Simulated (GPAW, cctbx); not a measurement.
# Bonding in Na6GeSb as X-rays see it

Question: by how much does bonding change the X-ray structure factors of Na6GeSb, how firmly does DFT give the change, and what does a routine refinement make of it?

The start was made by putting kin elements into a known structure type; the compound need not exist, or be stable, in this form. All numbers below are calculated.

## Step 1: Relax the structure

The density hangs on the geometry, so cell and atoms are relaxed first, with the symmetry held. The cutoff is set higher than for the density because stress converges slowly with plane waves.

Settings: GPAW 26.7.0, PBE, 570 eV, 4×4×2 k-points (along the axes of the calculation cell), Fermi–Dirac width 0.1 eV, BFGS to 0.03 eV/Å.

```text
cell
1.0
     5.477000000    0.000000000    0.000000000
    -2.738500000    4.743221137    0.000000000
     0.000000000    0.000000000    9.672000000
Sb Ge Na
1 1 6
Direct
0.000000000 0.000000000 0.500000000
0.666666667 0.333333333 0.000000000
0.666666667 0.333333333 0.316200000
0.000000000 0.000000000 0.155200000
0.000000000 0.000000000 0.844800000
0.666666667 0.333333333 0.683800000
0.333333333 0.666666667 0.500000000
0.333333333 0.666666667 0.000000000
```

```console
$ OMP_NUM_THREADS=1 mpirun -n 4 gpaw python run.py > gpaw.log
```

```text
BFGS:    0      -18.522060        0.364319
BFGS:    1      -18.529542        0.351416
BFGS:    2      -18.663881        0.164535
BFGS:    3      -18.671847        0.123988
BFGS:    4      -18.672707        0.119560
BFGS:    5      -18.685639        0.086002
BFGS:    6      -18.690287        0.042119
BFGS:    7      -18.691376        0.026612
cell  5.2944 5.2944 9.5604  90.00 90.00 120.00
volume 232.081 A^3, largest force 0.027 eV/A, largest stress 0.09 GPa
```

After 7 steps the volume has changed by -7.6 % and the energy by -0.169 eV; the largest stress left is 0.09 GPa. It took 2 min on 4 cores of Arm Neoverse V1 (shared host), peak memory 1.3 GiB.

Relaxed structure: P-6m2 (no. 187), a = 5.2944 Å, b = 5.2944 Å, c = 9.5604 Å, α = 90.00°, β = 90.00°, γ = 120.00°.

| atom | mult. | x | y | z |
| --- | --- | --- | --- | --- |
| Sb1 | 1 | 0 | 0 | 1/2 |
| Ge1 | 1 | 2/3 | 1/3 | 0 |
| Na1 | 2 | 2/3 | 1/3 | 0.3297 |
| Na2 | 2 | 0 | 0 | 0.1694 |
| Na3 | 1 | 1/3 | 2/3 | 1/2 |
| Na4 | 1 | 1/3 | 2/3 | 0 |

## Step 2: The all-electron density

X-rays see the whole electron density, so the PAW density is rebuilt with its core regions. Subtracting spherical free atoms from the same code cancels the cores and leaves the deformation density Δρ, the part due to bonding.

Settings: PBE, 450 eV, 5×5×3 k-points (along the axes of the calculation cell), Fermi–Dirac width 0.1 eV; primitive cell of 8 atoms.

```console
$ OMP_NUM_THREADS=1 mpirun -n 4 gpaw python run.py > gpaw.log
```

```text
|iter:   1|       0s |  -18.952005 | -0.22 |       |
|iter:   2|       1s |  -18.895959 | -2.38 | -1.33 |
|iter:   3|       2s |  -18.625596 | -2.47 | -1.36 |
...
|iter:   9|      10s |  -18.597940c| -6.63 | -3.98 |
|iter:  10|      11s |  -18.597996c| -7.37 | -4.46c|
|iter:  11|      12s |  -18.597958c| -7.54c| -4.78c|
```

```text
grid (54, 54, 96)  electrons 149.000  moved by bonding 1.214 e
deformation density beyond 0.5 A of the nuclei: max 0.038, min -0.031 e/A^3
atom        x       y       z   Voronoi charge  moment
Sb1    0.0000  0.0000  0.5000     -0.432       0.00
Ge2    0.6667  0.3333  0.0000     -0.365       0.00
Na3    0.6667  0.3333  0.3297      0.141       0.00
Na4    0.0000  0.0000  0.1694      0.126       0.00
Na5    0.0000  0.0000  0.8306      0.126       0.00
Na6    0.6667  0.3333  0.6703      0.141       0.00
Na7    0.3333  0.6667  0.5000      0.143       0.00
Na8    0.3333  0.6667  0.0000      0.120       0.00
mean inner potential of superposed free atoms 9.624 V
total magnetic moment 0.000 muB
```

Deformation density in a plane through the shortest contact of the Ge atom at the origin, in 0.01 e/Å³ (clipped at ±99); x from -1.6 to 4.7 Å, y from 2.4 down to -2.4 Å:

```text
  .   .  -1   0   0   0   0  -1  -1   0   1   2   2  -2   .   .
 -1  -1   0   0   1   1   0   0   0   0   1   1   2   0  -2  -3
 -1   0   1   2   2   2   1   1   0   0   0   1   2   2   1   1
  1   1   2   2   2   2   2   1   1   0   0   0   1   1   2   2
  1   2   1  -1  -2   0   2   2   1   0  -1  -1  -1   0   1   1
  2   2  -1  -3   .  -3   0   2   1  -1  -1   .  -1  -1   0   0
  2   1  -2   .   .  -2   0   2   1  -1  -1   .   .  -1  -1   0
  2   2  -1  -3   .  -3   0   2   1  -1  -1   .  -1  -1   0   0
  1   2   1  -1  -2   0   2   2   1   0  -1  -1  -1   0   1   1
  1   1   2   2   2   2   2   1   1   0   0   0   1   1   2   2
 -1   0   1   2   2   2   1   1   0   0   0   1   2   2   1   1
 -1  -1   0   0   1   1   0   0   0   0   1   1   2   0  -2  -3
  .   .  -1   0   0   0   0  -1  -1   0   1   2   2  -2   .   .
```

Atoms in or within 0.15 Å of the plane: Ge (0.0, 0.0), Na (3.1, 0.0) Å. Dots mark points within about 0.45 Å of a nucleus; large values next to them are atomic features.

Sb gains most (-0.43 e) and Na loses most (+0.13 e), in averages over each element's sites, as electronegativity suggests. Such charges fall far short of formal ones, since overlapping free atoms already put density on their neighbours. Along the shortest contact from the Ge atom at the map's origin, Ge–Na at 3.06 Å, Δρ is +0.02 e/Å³ at the midpoint: little piles up between the atoms. At the midpoints of other shortest contacts it is +0.03 (Sb–Na, 3.06 Å) and -0.01 (Na–Na, 3.24 Å) e/Å³. Point values carry grid noise of about 0.01 e/Å³. The run needed 11 iterations, 19 s.

## Step 3: Structure factors

The Fourier components of Δρ, added to those of the free atoms, give the static X-ray structure factors; the Mott–Bethe relation turns them into the Fourier components V of the potential that fast electrons feel.

```text
static structure factors of the conventional cell: F in electrons, V (Mott-Bethe) in volts
   h  k  l      d  |F| table  |F| free   |F| DFT   change   |V| free  |V| DFT  change %
   0  0  1  9.5604    18.500    18.504    18.531    0.027     0.708    0.659     -6.9
   0  0  2  4.7802    75.007    75.023    75.730    0.707     2.925    2.605    -10.9
   1  0  0  4.5851    40.849    40.860    41.215    0.355     1.571    1.423     -9.4
   1  0  1  4.1342    49.591    49.607    50.004    0.396     1.589    1.456     -8.4
   1  0  2  3.3090    16.572    16.586    16.629    0.042     0.476    0.471     -1.2
   0  0  3  3.1868    16.421    16.413    16.512    0.099     0.523    0.503     -3.8
   1  1  0  2.6472   118.558   118.416   118.133   -0.283     4.233    4.272      0.9
   1  0  3  2.6168    87.967    87.887    87.601   -0.286     3.035    3.074      1.3
   1  1  1  2.5512    15.410    15.419    15.353   -0.065     0.447    0.455      1.9
   0  0  4  2.3901    67.947    67.937    67.625   -0.312     2.049    2.084      1.7
   1  1  2  2.3158    63.899    63.895    63.629   -0.266     1.865    1.893      1.5
   2  0  0  2.2925    34.902    34.905    34.771   -0.134     1.011    1.025      1.4
   2  0  1  2.2293    42.889    42.938    42.728   -0.210     1.117    1.137      1.8
   1  0  4  2.1194    15.416    15.504    15.435   -0.068     0.333    0.333      0.2
```

The largest X-ray change is +0.71 e on 002, 0.9 % of |F|. For electrons V goes as (Z − F)/g², so a change of F counts against Z − F, which is small at low angle and wherever the atoms' terms cancel: |V| of 002 moves by -10.9 % (2.92 to 2.60 V) against +0.9 % in |F|. The last three rows change by 0.21 e or less, against 0.71 e at the top: the effect is concentrated at low angle. The tabulated Hartree–Fock atoms differ from the free DFT atoms by up to 0.14 e, so the choice of reference atom matters too.

## Step 4: Which functional?

The same geometry is run with other functionals, to see whether the bonding signal is larger than the spread between approximations. Free atoms are LDA for LDA and PBE otherwise; meta-GGAs and hybrids keep PBE cores. Any other changed setting is in the row's label.

| run | ΔF 002 (e) | ΔF 101 (e) | ΔF 100 (e) | q(Sb) (e) | moved (e) | time |
| --- | --- | --- | --- | --- | --- | --- |
| PBE | +0.707 | +0.396 | +0.355 | -0.432 | 1.214 | 19 s |
| LDA | +0.695 | +0.387 | +0.347 | -0.419 | 1.165 | 18 s |
| r2SCAN | +0.804 | +0.463 | +0.401 | -0.499 | 1.477 | 2.3 min |

At the base's settings ΔF(002) spans +0.695 to +0.804 e, a spread of 15 % of the PBE value; over the three listed reflections the spread is at most 19 %, so sign and size hold across the functionals. Times are from shared hosts.

## Step 5: What a spherical-atom refinement makes of it

Routine crystallography fits spherical atoms. To see the bias, intensities are simulated from tabulated atoms plus the DFT change ΔF, so that bonding alone can misfit (10680 reflections of the full sphere, merged to the counts below, to 0.45 Å, 1.5 % proportional noise plus counting noise, assumed isotropic U as listed, Δρ smeared by the mean U) and refined with cctbx over different ranges.

| range | data | R1 | GooF | U Sb1 (true 0.0069) | U Ge1 (true 0.0082) | U Na1 (true 0.0115) | U Na2 (true 0.0115) | largest shift (Å) | Δρ max, min (e/Å³) |
| --- | --- | --- | --- | --- | --- | --- | --- | --- | --- |
| all data | 1105 | 0.0050 | 0.95 | 0.0069 | 0.0081 | 0.0115 | 0.0115 | 0.0004 | 0.14, -0.15 |
| low resolution, d > 0.84 | 199 | 0.0042 | 1.09 | 0.0069 | 0.0078 | 0.0113 | 0.0115 | 0.0005 | 0.09, -0.06 |
| high order, d < 0.75 | 832 | 0.0056 | 0.92 | 0.0069 | 0.0082 | 0.0115 | 0.0115 | 0.0004 | 0.14, -0.13 |
| occupancies free, d > 0.7 | 330 | 0.0042 | 1.03 | 0.0069 | 0.0080 | 0.0114 | 0.0117 | 0.0006 | 0.09, -0.08 |

With all data GooF is 0.95, so at this noise the bonding hardly shows; the top residual peak lies 1.38 Å from Sb and 1.78 Å from Na. No U is off by more than 3 s.u. at low resolution. With Sb1 held at 1 and the scale free, the other occupancies refine to Ge1 1.002(0.005), Na1 1.000(0.003), Na2 1.004(0.003) and Na3 1.002(0.006), within three s.u. of full.

## Step 6: Answer

Bonding moves 1.21 e in the primitive cell of Na6GeSb and changes the structure factors of the conventional cell in the table above by at most 0.71 e (002, 0.9 %). The shortest bond, Ge–Na, has Δρ = +0.02 e/Å³ at its midpoint. At the base's settings ΔF(002) spans +0.695 to +0.804 e, a spread of 15 % of the PBE value; over the three listed reflections the spread is at most 19 %, so sign and size hold across the functionals. With all data GooF is 0.95, so at this noise the bonding hardly shows. Limits: static density, frozen cores, no spin–orbit coupling.

[Outputs are excerpts: Python notices, other lines and further rows are left out; steps that failed or that the build refused (PBEsol, TPSS) are not shown.]

[Logs are printed without paths, hosts, clocks, repeated set-up lines and the standing remarks that a program may print on its own settings, such as how far it seeks lower states.]
